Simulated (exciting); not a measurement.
The F K edge of atom 2 in SF6, space group Im-3m, with 1 S at 1.58 Å (terminal, site symmetry 4mm), was computed at 2 levels: exchange and screened direct term (singlet BSE) and independent particles. Common settings: exciting, all-electron LAPW+lo, LDA, 3×3×3 shifted k points, 33 conduction bands, |G+q| up to 3 bohr⁻¹, full RPA screening with nempty = 62, Lorentzian half width 0.45 eV.

Energy from the Kohn–Sham onset, core level to the lowest empty state found on the meshes used; all runs on one relative scale:

| E (eV) | run 1 | run 2 |
| --- | --- | --- |
| -9.0 | 0.01 | 0.05 |
| -8.5 | 0.01 | 0.07 |
| -8.0 | 0.01 | 0.10 |
| -7.5 | 0.01 | 0.15 |
| -7.0 | 0.01 | 0.26 |
| -6.5 | 0.01 | 0.56 |
| -6.0 | 0.01 | 1.58 |
| -5.5 | 0.01 | 2.04 |
| -5.0 | 0.01 | 0.74 |
| -4.5 | 0.02 | 0.33 |
| -4.0 | 0.02 | 0.19 |
| -3.5 | 0.02 | 0.14 |
| -3.0 | 0.02 | 0.12 |
| -2.5 | 0.03 | 0.12 |
| -2.0 | 0.04 | 0.14 |
| -1.5 | 0.05 | 0.21 |
| -1.0 | 0.08 | 0.39 |
| -0.5 | 0.13 | 0.82 |
| 0.0 | 0.29 | 1.30 |
| 0.5 | 0.67 | 1.02 |
| 1.0 | 0.83 | 0.48 |
| 1.5 | 0.40 | 0.41 |
| 2.0 | 0.19 | 0.33 |
| 2.5 | 0.14 | 0.48 |
| 3.0 | 0.13 | 0.59 |
| 3.5 | 0.16 | 0.53 |
| 4.0 | 0.27 | 0.62 |
| 4.5 | 0.54 | 0.67 |
| 5.0 | 0.95 | 0.74 |
| 5.5 | 1.44 | 0.97 |
| 6.0 | 1.27 | 0.84 |
| 6.5 | 0.76 | 0.42 |
| 7.0 | 0.58 | 0.29 |
| 7.5 | 0.52 | 0.25 |
| 8.0 | 0.47 | 0.23 |
| 8.5 | 0.44 | 0.22 |
| 9.0 | 0.45 | 0.21 |
| 9.5 | 0.49 | 0.20 |
| 10.0 | 0.58 | 0.20 |
| 10.5 | 0.82 | 0.24 |
| 11.0 | 0.87 | 0.27 |
| 11.5 | 0.75 | 0.26 |
| 12.0 | 0.51 | 0.23 |
| 12.5 | 0.45 | 0.22 |
| 13.0 | 0.46 | 0.22 |
| 13.5 | 0.42 | 0.22 |
| 14.0 | 0.39 | 0.21 |
| 14.5 | 0.35 | 0.22 |
| 15.0 | 0.35 | 0.24 |
| 15.5 | 0.29 | 0.25 |
| 16.0 | 0.28 | 0.27 |
| 16.5 | 0.32 | 0.28 |
| 17.0 | 0.32 | 0.34 |
| 17.5 | 0.33 | 0.34 |
| 18.0 | 0.29 | 0.35 |
| 18.5 | 0.27 | 0.35 |
| 19.0 | 0.34 | 0.35 |
| 19.5 | 0.36 | 0.35 |
| 20.0 | 0.34 | 0.29 |
| 20.5 | 0.32 | 0.21 |

**Question.** Which run is which, and why?

Run 1: independent particles; highest local maximum in the window at 5.6 eV. Run 2: exchange and screened direct term (singlet BSE); highest local maximum in the window at -5.7 eV. The attractive direct term pulls weight down: the curves pass 0.36 at 0.1 and -6.7 eV in the order of the runs. Fine structure above the first lines is partly noise of the 27-point mesh.

[Hosts, paths, dates, database ids (printed as entryN), source tags and the programs' standing remarks are cut or masked in the printed files.]
